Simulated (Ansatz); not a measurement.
# SbP (model cell, started as CsCl type): a soft mode frozen in

Wanted: the energy along a soft mode of SbP (model cell, started as CsCl type) and the structure at the end.

Calculated with Ansatz 0.2.0; DFT PBEsol, scalar-relativistic, plane waves, PAW.

The structure was built from a prototype and need not be the compound's stable phase.

## (1) Set-up

The structure is cubic, space group Pm-3m (No. 221). Conventional cell: a = 3.407 Å, b = 3.407 Å, c = 3.407 Å, α = 90.00°, β = 90.00°, γ = 90.00°. Sb has 8 P at 2.95 Å nearest. Nearest to P lie 8 Sb at 2.95 Å. Farther neighbours are not listed.

## (2) Phonons on a q mesh

The cell comes from relaxations at this level that are not shown. Stability and thermal properties need the whole zone. Linear response on a 4×4×4 q mesh gives force constants as far as a supercell of that size would.

input.yaml

```yaml
crystal:
  lattice:
    - [3.4073349826, 0.0, 0.0]
    - [0.0, 3.4073349826, 0.0]
    - [0.0, 0.0, 3.4073349826]
  atoms:
    - { symbol: Sb, position: [0.0, 0.0, 0.0] }
    - { symbol: P, position: [0.5, 0.5, 0.5] }
kpoints:
  mp_grid: { grid: [12, 12, 12] }
hamiltonian:
  xc: pbesol
scf:
  occupations: { method: methfessel_paxton, width: 0.15 }
output:
  eigenvalues: true
phonons:
  method: dfpt
  qmesh: [4, 4, 4]
  temperatures: { t_max: 1000, t_step: 50 }
  qpath:
    path:
      - [[0.0, 0.0, 0.0], [0.0, 0.5, 0.0], [0.5, 0.5, 0.0], [0.0, 0.0, 0.0], [0.5, 0.5, 0.5], [0.0, 0.5, 0.0]]
      - [[0.5, 0.5, 0.5], [0.5, 0.5, 0.0]]
    npoints: 10
```

Command:

```sh
> ansatz run input.yaml --threads 4 --pin off --max-ram 7168MiB --backend cpu --events-out ev --progress --plain --runs-dir out
```

Numbers of over 12 decimals in the logs are rounded to 6 here.

The program printed:

```text
Engine: ansatz 0.2.0, aarch64-unknown-linux-gnu
Pseudopotentials: kind: paw
Pseudopotential: Sb, paw, valence charge 15, recommended cutoff 420 eV (normal), Sb.paw.azcp
Pseudopotential: P, paw, valence charge 5, recommended cutoff 420 eV (normal), P.paw.azcp
Functional definition: PBEsol
  exchange = pbesol_x
  correlation = pbesol_c
Crystal: 2 atoms, lattice volume = 39.559 Å³
Basis set: ecut = 420 eV, 751 PW (Γ), exchange–correlation on 48×48×48 points (8 copies of the dense FFT grid, shifted against one another)
Bands: 14, of which v1, the nominal top of the filled ones, is band 10 counted from 1 (9 counted from 0)
Symmetry: 48 space group operations
k-points: 84 of 1728
Non-local potential: Sb, projectors of the file, l = 0: 2, l = 1: 2, l = 2: 2, l = 3: 2
Non-local potential: P, projectors of the file, l = 0: 2, l = 1: 2, l = 2: 2
PAW form: soft (Blöchl's): semilocal exchange-correlation on the pseudo side does not see the compensation charge
PAW frozen core: Sb, regenerated for the run's functional, and the local potential with it (the file was generated under x = pbe(κ = 0.804, μ = 0.219515), c = pbe(β = 0.066725))
PAW frozen core: P, regenerated for the run's functional, and the local potential with it (the file was generated under x = pbe(κ = 0.804, μ = 0.219515), c = pbe(β = 0.066725))
PAW one-centre angular grid: Sb, 590 points (default); XC on 64 Gauss nodes
PAW one-centre angular grid: P, 110 points (default); XC on 64 Gauss nodes
Initial density: superposition of atomic densities (neutral atoms: chi_scale 0, normalization atom), corrected by the library's trained network
Initial wavefunctions: pseudopotential atomic-orbital guess
Functional: x = pbesol(κ = 0.804, μ = 0.123457), c = pbesol(β = 0.046)
SCF iter   1: F=—  HF=-7147.366550 eV  |F-HF|=—  |Δ(HF+E_count)|=         —  Δρ=7.32e-3  dr2=4.40e-2  ethr=1.77e-3  ⟨swp⟩=5.4  Hψ=6776  notcnv=0
preconditioner: auto → none  [metal: Δε(μ)=0.016 eV  Ē_g=9.622 eV  σ=0.150 eV  W_gap=0.09  n_scr=6 (ndim 8)  ℏωp=18.7 eV  f_vac=0.000  D(μ)=1.07/eV (n_scr^D=6)  sad-step TF]
SCF iter   2: F=—  HF=-7147.361218 eV  |F-HF|=—  |Δ(HF+E_count)|=   5.33e-3  S|Δr|=    0.00e0  Δρ=5.70e-3  dr2=2.81e-2  ethr=2.20e-4  ⟨swp⟩=1.0  Hψ=1849  notcnv=0
SCF iter   3: F=—  HF=-7147.354161 eV  |F-HF|=—  |Δ(HF+E_count)|=   7.06e-3  S|Δr|=    0.00e0  Δρ=1.84e-3  dr2=2.98e-3  ethr=1.40e-4  ⟨swp⟩=1.1  Hψ=1177  notcnv=0
SCF iter   4: F=—  HF=-7147.353588 eV  |F-HF|=—  |Δ(HF+E_count)|=   5.73e-4  S|Δr|=    0.00e0  Δρ=2.48e-4  dr2=2.84e-5  ethr=1.49e-5  ⟨swp⟩=2.0  Hψ=1477  notcnv=0
SCF iter   5: F=—  HF=-7147.353576 eV  |F-HF|=—  |Δ(HF+E_count)|=   1.23e-5  S|Δr|=    0.00e0  Δρ=7.58e-5  dr2=7.44e-7  ethr=1.42e-7  ⟨swp⟩=2.0  Hψ=2008  notcnv=0
SCF iter   6: F=—  HF=-7147.353575 eV  |F-HF|=—  |Δ(HF+E_count)|=   7.76e-7  S|Δr|=    0.00e0  Δρ=1.14e-5  dr2=1.06e-7  ethr=3.72e-9  ⟨swp⟩=2.0  Hψ=2033  notcnv=0
SCF iter   7: F=—  HF=-7147.353575 eV  |F-HF|=—  |Δ(HF+E_count)|=   2.80e-8  S|Δr|=    0.00e0  Δρ=1.78e-6  dr2=2.72e-9  ethr=5.30e-10  ⟨swp⟩=1.9  Hψ=1384  notcnv=0
SCF iter   8: F=—  HF=-7147.353575 eV  |F-HF|=—  |Δ(HF+E_count)|=  6.68e-10  S|Δr|=    0.00e0  Δρ=1.84e-7  dr2=2.08e-11  ethr=1.36e-11  ⟨swp⟩=2.0  Hψ=1469  notcnv=0
SCF iter   9: F=-7147.353575 eV  HF=-7147.353575 eV  |F-HF|=9.09e-13  |Δ(HF+E_count)|=  5.46e-12  S|Δr|=    0.00e0  Δρ=1.85e-8  dr2=1.46e-13  ethr=1.00e-12  ⟨swp⟩=8.0  Hψ=6127  notcnv=0
SCF 1 converged in 9 iterations: F = -7147.353575 eV  dr2 = 1.46e-13
  greatest PAW one-centre occupation: 0.997 electrons in one spin orbital (limit 2), on the Sb atom at site 0 (counted from 0), in its partial waves of l = 2
Initial density: read from a saved state, or passed on in memory by an earlier SCF of this step, an earlier step, the calling program or the single point that the run made first
iter 1 solved again at ethr=7.73e-8 eV; its pass at ethr=3.10e-3 eV (dr2=1.55e-5 eV) is discarded
SCF iter   1: F=—  HF=-7147.353576 eV  |F-HF|=—  |Δ(HF+E_count)|=         —  Δρ=6.76e-7  dr2=9.65e-11  ethr=7.73e-8  ⟨swp⟩=3.8  Hψ=10525  notcnv=0
eigensolver tolerance schedule: the retry pair's looser diagonalisation over-reported the residual by 160259.94 of it (diagonalisation noise at an unbounded share of the residual, at the tolerance the schedule requests for it); recorded, not acted on — ethr = c·dr2/N_el stays at c = 1.0e-1
preconditioner: auto → none  [metal: Δε(μ)=0.036 eV  Ē_g=9.624 eV  σ=0.150 eV  W_gap=0.20  n_scr=6 (ndim 8)  ℏωp=18.7 eV  f_vac=0.000  D(μ)=1.14/eV (n_scr^D=6)]
SCF iter   2: F=—  HF=-7147.353575 eV  |F-HF|=—  |Δ(HF+E_count)|=   5.41e-7  S|Δr|=    0.00e0  Δρ=5.36e-7  dr2=6.80e-11  ethr=1.00e-12  ⟨swp⟩=3.3  Hψ=2717  notcnv=0
SCF iter   3: F=—  HF=-7147.353575 eV  |F-HF|=—  |Δ(HF+E_count)|=  3.55e-11  S|Δr|=    0.00e0  Δρ=2.92e-7  dr2=1.88e-11  ethr=1.00e-12  ⟨swp⟩=1.0  Hψ=1182  notcnv=0
SCF iter   4: F=-7147.353575 eV  HF=-7147.353575 eV  |F-HF|=9.09e-12  |Δ(HF+E_count)|=  7.28e-12  S|Δr|=    0.00e0  Δρ=1.42e-7  dr2=3.96e-12  ethr=1.00e-12  ⟨swp⟩=4.3  Hψ=3618  notcnv=0
SCF 2 converged in 4 iterations: F = -7147.353575 eV  dr2 = 3.96e-12
phonons: the bands overlap, so this run is a metal and interpolates without the dipole-dipole term. If the crystal is really an insulator or semiconductor, its LO-TO splitting is missing
NSCF: frozen V_eff on 84 k-points
WARN: eigensolver did not converge in 3 slots of this pass, the one above among them; of largest residual over every band (k=81): 1 band(s) unlocked (lowest unlocked band 13, counted from 0; max residual 3.14e-5 eV among the unlocked bands, 3.14e-5 eV over every band); of lowest unlocked band (k=81): band 13
NSCF: frozen V_eff on 196 k-points
DFPT response loops at q = (0, 0, 0) (fractional): preconditioner auto → Kerker (q_TF=auto, 2.435 Å⁻¹) (partly filled bands, converged f_vac=0.000); β = 1.00, the filter's whole step (`scf.mixing.beta` (0.50) is not read by the response loops under this deck's `scf.mixing.preconditioner`; to damp them name `kerker` or `kerker_dos`, under which they read `scf.mixing.beta`, and type it under 1.00, their step now; both keys bind the ground state too); Broyden in place of MSR1
NSCF: frozen V_eff on 1176 k-points
DFPT response loops at q = (0, 0, 0.25) (fractional): mixed as the last ones told, above
NSCF: frozen V_eff on 686 k-points
DFPT response loops at q = (0, 0, -0.5) (fractional): mixed as the last ones told, above
NSCF: frozen V_eff on 2016 k-points
DFPT response loops at q = (0, 0.25, 0.25) (fractional): mixed as the last ones told, above
NSCF: frozen V_eff on 1176 k-points
DFPT response loops at q = (0, 0.25, -0.5) (fractional): mixed as the last ones told, above
NSCF: frozen V_eff on 686 k-points
DFPT response loops at q = (0, -0.5, -0.5) (fractional): mixed as the last ones told, above
NSCF: frozen V_eff on 1872 k-points
DFPT response loops at q = (0.25, 0.25, 0.25) (fractional): mixed as the last ones told, above
NSCF: frozen V_eff on 2016 k-points
DFPT response loops at q = (0.25, 0.25, -0.5) (fractional): mixed as the last ones told, above
NSCF: frozen V_eff on 1176 k-points
DFPT response loops at q = (0.25, -0.5, -0.5) (fractional): mixed as the last ones told, above
NSCF: frozen V_eff on 392 k-points
DFPT response loops at q = (-0.5, -0.5, -0.5) (fractional): mixed as the last ones told, above
SCF converged after 9 iterations
Stability not checked: this state was not tested for a lower state beside it, because cold or Methfessel-Paxton smearing, or corrected tetrahedra, fill the levels in a way that the test cannot read (fill_not_monotonic; see scf.lower_state_search)
Free energy (F): -7147.353575 eV
Harris-Foulkes:  -7147.353575 eV  (|F-HF|=9.09e-13)
Internal energy: -7147.353937 eV  (E = F + TS)
E sigma→0 (E₀):  -7147.353665 eV
Entropy (-TS):   0.000362 eV (0.181 meV/atom)
Fermi energy:    11.929160 eV
--- Per-component energies (eV) ---
  E_band       = -111.410793
  E_kinetic    = 276.930024
  E_local      = -1507.055897  (includes V_loc(G=0)·N_el)
  E_nonlocal   = 397.735419
  E_hartree    = 689.584063
  E_xc         = -198.916637
  E_vxc        = -157.891153  (∫ρ·V_xc dr)
  E_paw        = -5053.002691  (= ΣΔE_a)
  E_vpaw       = -500.297327  (= ΣTr[D̂ρ^β])
  E_aug_tail   = 0.000001  (compensation charges beyond the density's cutoff)
  E_ewald      = -1753.006171
  E_core_change = 0.377953  (= ΣΔE_core)
  E_smearing   = 0.000362  (= −TS)
  E_closure    = -0.000000  (closes the sum)
  Σ components = -7147.353575   (vs F -7147.353575, Δ=0.00e0)
--- Band table (eV; the first three rows and the last of 84) ---
  k-point 0: bands = [... 6 lower, 6.9155, 9.6852, 9.6852, 9.6852, 14.9456, 14.9456, 18.5027, 18.5027]
  k-point 1: bands = [... 6 lower, 6.4993, 9.7283, 9.7716, 9.7716, 15.0222, 15.4907, 18.1563, 18.1733]
  k-point 2: bands = [... 6 lower, 5.4795, 9.9138, 10.0284, 10.0284, 15.2511, 16.4087, 17.3301, 17.3301]
  k-point 83: bands = [... 6 lower, 5.0699, 8.5798, 8.5798, 8.5798, 8.7281, 8.7281, 8.7281, 28.0563]
--- Phonons (Γ-DFPT): 2 representative perturbations + reference (Σ response iterations 5) ---
  ASR residual: 2.507e-5 → 0.000e0 eV/Å²; symmetrization residual: 5.521e-6 eV/Å²
  ASR residual per site (eV/Å²): 1.69e-5 2.51e-5
  Γ frequencies (cm⁻¹): -45.15 -45.15 -45.15 0.00 0.00 0.00
--- Phonons (arbitrary-q DFPT): 10 irreducible q on the 4×4×4 mesh ---
  q = [0.0000, 0.0000, 0.0000] (star 1, of the zone-centre solve; hermiticity 5.96e-5, symmetrization 1.18e-10): -45.15 -45.15 -45.15 -0.00 -0.00 0.00
  q = [0.0000, 0.0000, 0.2500] (star 6, 4 solved perturbations in 1848 linear systems a pass and spin channel, the states on 588 of 1728 k-point pairs; hermiticity 6.48e-6, symmetrization 2.11e-12): -82.89 -82.89 38.33 38.33 55.53 114.69
  q = [0.0000, 0.0000, -0.5000] (star 3, 4 solved perturbations in 1078 linear systems a pass and spin channel, the states on 343 of 1728 k-point pairs; hermiticity 2.06e-8, symmetrization 1.06e-8): -29.74 -29.74 -17.21 -17.21 131.46 195.96
  q = [0.0000, 0.2500, 0.2500] (star 12, 4 solved perturbations in 3108 linear systems a pass and spin channel, the states on 1008 of 1728 k-point pairs; hermiticity 7.40e-6, symmetrization 8.90e-13): -82.68 -80.17 19.75 68.08 70.24 143.83
  q = [0.0000, 0.2500, -0.5000] (star 12, 6 solved perturbations on 588 of 1728 k-point pairs; hermiticity 3.03e-6, symmetrization 6.87e-9): -112.27 -45.45 63.75 94.07 114.13 154.09
  q = [0.0000, -0.5000, -0.5000] (star 3, 4 solved perturbations in 1078 linear systems a pass and spin channel, the states on 343 of 1728 k-point pairs; hermiticity 8.98e-7, symmetrization 1.91e-10): -150.84 -72.51 50.66 50.66 80.63 80.63
  q = [0.2500, 0.2500, 0.2500] (star 8, 2 solved perturbations on 936 of 1728 k-point pairs; hermiticity 7.66e-6, symmetrization 3.28e-12): 58.24 70.16 70.16 95.51 108.73 108.73
  q = [0.2500, 0.2500, -0.5000] (star 12, 4 solved perturbations in 3108 linear systems a pass and spin channel, the states on 1008 of 1728 k-point pairs; hermiticity 3.59e-6, symmetrization 6.18e-9): 39.57 71.24 78.51 105.00 135.95 150.44
  q = [0.2500, -0.5000, -0.5000] (star 6, 4 solved perturbations in 1848 linear systems a pass and spin channel, the states on 588 of 1728 k-point pairs; hermiticity 7.43e-7, symmetrization 2.04e-8): 48.48 91.21 91.21 96.93 122.23 122.23
  q = [-0.5000, -0.5000, -0.5000] (star 1, 2 solved perturbations on 196 of 1728 k-point pairs; hermiticity 1.73e-10, symmetrization 8.63e-11): 105.29 105.29 105.29 181.75 181.75 181.75
  sum rule: each row above includes the acoustic sum rule's correction from the zone centre's row sums; it moved no ω² by more than (0.47 cm⁻¹)²
  mesh force constants: q→R imaginary residual 6.77e-19; ASR residual 2.507e-5 → 0.000e0 eV/Å²; symmetrization residual 1.776e-15 eV/Å²
  interpolated dispersion: 62 rows × 6 modes
  density of states and harmonic sums: on the 20×20×20 q-mesh, interpolated from the force constants of a 4×4×4 supercell (no non-analytic term)
  largest difference from the sums on the solved wave vectors: F 1.02e-2 eV, S 2.06e-5 and C_V 1.03e-5 eV/K
  zero-point energy: 0.025650 eV/cell   skipped modes (ω ≤ 0): 419, of them read as no rigid motion or as one in doubt: 416 (1.432e0 modes/cell left out, lowest -150.84 cm⁻¹)   left out of the sums: 2.39e-1 of the cell's modes: C_V's classical limit lies that fraction below 3 k_B per atom; for a crystal, a wire or a layer, F and S can be off by more, and a phonons.interpolated_qmesh denser along its periods is the remedy for the sampling
```

Wall time 2.5 min (4 threads of Arm Neoverse V2, shared host); peak memory 1.6 GiB; 9.6 min of CPU time.

This step gave:

- volume per atom: 19.78 Å³
- gap on the k-mesh: 0 eV
- sum-rule residual before enforcement: 2.51e-5 eV/Å²
- lowest frequency on the path: -150.8 cm⁻¹
- point group: m-3m
- highest frequency on the path or at a solved wavevector: 196 cm⁻¹
- highest optical mode at the zone centre (no LO-TO term): -45.15 cm⁻¹
- lowest optical zone-centre mode: -45.15 cm⁻¹
- lowest mode on the q mesh (acoustic modes at Γ apart): -150.8 cm⁻¹

Frequencies (cm⁻¹) solved at each irreducible wavevector; negative means imaginary. Frequencies by wavevector, by row:

```
q in reciprocal lattice units  star  mode 1  mode 2  mode 3  mode 4  mode 5  mode 6
                        0 0 0     1   -45.1   -45.1   -45.1       0       0       0
                     0 0 0.25     6   -82.9   -82.9    38.3    38.3    55.5   114.7
                     0 0 -0.5     3   -29.7   -29.7   -17.2   -17.2   131.5     196
                  0 0.25 0.25    12   -82.7   -80.2    19.8    68.1    70.2   143.8
                  0 0.25 -0.5    12  -112.3   -45.5    63.8    94.1   114.1   154.1
                  0 -0.5 -0.5     3  -150.8   -72.5    50.7    50.7    80.6    80.6
               0.25 0.25 0.25     8    58.2    70.2    70.2    95.5   108.7   108.7
               0.25 0.25 -0.5    12    39.6    71.2    78.5     105   135.9   150.4
               0.25 -0.5 -0.5     6    48.5    91.2    91.2    96.9   122.2   122.2
               -0.5 -0.5 -0.5     1   105.3   105.3   105.3   181.8   181.8   181.8
```

Interpolated from a 4×4×4 q mesh. The phonon branches at the labelled points (cm⁻¹):

```
    point  branch 1  branch 2  branch 3  branch 4  branch 5  branch 6
        Γ       -45       -45       -45         0         0         0
  halfway       -83       -83        38        38        56       115
        X       -30       -30       -17       -17       132       196
  halfway      -112       -46        64        94       114       154
        M      -151       -72        51        51        81        81
  halfway       -83       -80        20        68        70       144
        Γ       -45       -45       -45         0         0         0
  halfway        58        70        70        96       109       109
        R       105       105       105       182       182       182
  halfway        40        71        78       105       136       150
        X       -30       -30       -17       -17       132       196
jump to R       105       105       105       182       182       182
  halfway        48        91        91        97       122       122
        M      -151       -72        51        51        81        81
```

The phonon branches as a text plot (rows in cm⁻¹):

```
    189 |      ****                           **       ***
    174 |          *                         *  **    *   *
    160 |     *                            **    **  *     *
    145 |    *            ****              *     ***       *
    131 |      **** *                    **       * *  ***  *
    117 |   *      * *   *    *            *         **      *
    102 |     *     *                  **** *********     ****
     88 |    *     ********    *     **  ****    ***  *    * ****
     73 |         * *** *  ***      *  **  *      * **      * *
     59 |  **      *    **    * *    ** ***        *  **       **
     44 | * ***   *    *  *    *    ****            *  *     *
     30 |  *   *              **** **                *
     15 |**                  *   * *                 *  *
      1 |        *                *
    -14 |       **              *                     ****
    -28 |       * *        **      *   *              *  *
    -42 |***   * * *       **    **                    **     *
    -57 | *         **   **      * *                           *
    -71 |  *  *   *   ***     ***                               *
    -86 |   **               *  *   ***                       *
   -100 |          *       ** **
   -115 |                 *
   -129 |           *                                          *
   -144 |            *****                                      *
         Γ      X      M          Γ            R        X|R     M
```

Symmetry leaves 10 wavevectors to solve. The lowest mode among them, the acoustic zeros apart, lies at q = (0, -0.5, -0.5) and is imaginary, 150.8i cm⁻¹, so the energy falls along it.

## (3) The mode frozen in, largest atomic shift 0 Å

The mode followed lies at q = (0, 0.25, -0.5) with frequency 112.3i cm⁻¹, one of the unstable modes though not the softest. At small amplitude the distorted cell has space group no. 67 by a symmetry search on the positions. The undistorted cell that holds it gives the zero of energy on the same k mesh.

System of this step: SbP (model cell, started as CsCl type). Symmetry: Pm-3m, No. 221, cubic system. Conventional cell: a = 3.407 Å, b = 3.407 Å, c = 3.407 Å, α = 90.00°, β = 90.00°, γ = 90.00°. Nearest to Sb lie 8 P at 2.95 Å. Nearest to P lie 8 Sb at 2.95 Å. Farther neighbours are not listed.

input.yaml

```yaml
crystal:
  lattice:
    - [-3.4073349826, 0.0, 0.0]
    - [0.0, 0.0, -6.8146699652]
    - [0.0, -6.8146699652, -3.4073349826]
  atoms:
    - { symbol: Sb, position: [0.0, 0.75, 0.5] }
    - { symbol: Sb, position: [0.0, 0.25, 0.5] }
    - { symbol: Sb, position: [0.0, 0.5, 0.0] }
    - { symbol: Sb, position: [0.0, 0.0, 0.0] }
    - { symbol: P, position: [0.5, 0.625, 0.25] }
    - { symbol: P, position: [0.5, 0.125, 0.25] }
    - { symbol: P, position: [0.5, 0.375, 0.75] }
    - { symbol: P, position: [0.5, 0.875, 0.75] }
kpoints:
  mp_grid: { grid: [10, 6, 6] }
hamiltonian:
  xc: pbesol
scf:
  occupations: { method: methfessel_paxton, width: 0.15 }
output:
  forces: true
  stress: true
  eigenvalues: true
```

The program printed:

```text
[...]
Crystal: 8 atoms, lattice volume = 158.236 Å³
Basis set: ecut = 420 eV, 3119 PW (Γ), exchange–correlation on 48×96×108 points (8 copies of the dense FFT grid, shifted against one another)
Bands: 48, of which v1, the nominal top of the filled ones, is band 40 counted from 1 (39 counted from 0)
Symmetry: 32 space group operations
[...]
k-points: 78 of 360
[...]
k-point 0: bands = [... 36 lower, 12.0804, 12.0807, 12.4099, 12.4099, 12.7461, 13.5573, 13.5580, 14.3307, ... 4 higher]
  k-point 1: bands = [... 36 lower, 11.6629, 11.6632, 12.2373, 12.6014, 13.4574, 13.9126, 14.0456, 14.0998, ... 4 higher]
  k-point 2: bands = [... 36 lower, 11.0120, 11.6146, 12.1207, 12.7571, 13.1994, 13.6486, 14.3229, 14.5409, ... 4 higher]
  k-point 77: bands = [... 36 lower, 9.7229, 10.1209, 10.3017, 10.3033, 10.8357, 11.4217, 12.2028, 12.5898, ... 4 higher]
[key lines of the parts left out:]
SCF converged after 6 iterations
Free energy (F): -28589.398328 eV
Fermi energy:    11.929230 eV
P = ⅓ Tr σ = -0.2687 GPa (-2.687 kbar)
```

It took 7.7 s on 4 threads; peak memory 0.75 GiB.

This step gave:

| Property | Result |
| --- | --- |
| pressure | -0.2687 GPa |
| energy from the undistorted cell | 0 meV/atom |

The run ends at a pressure of -0.27 GPa.

[end of part 1 of 3]

[Logs are printed without paths, hosts, clocks, repeated set-up lines and the standing remarks that a program may print on its own settings, such as how far it seeks lower states.]

[Hosts, paths, dates, database ids (printed as entryN), source tags and the programs' standing remarks are cut or masked in the printed files.]
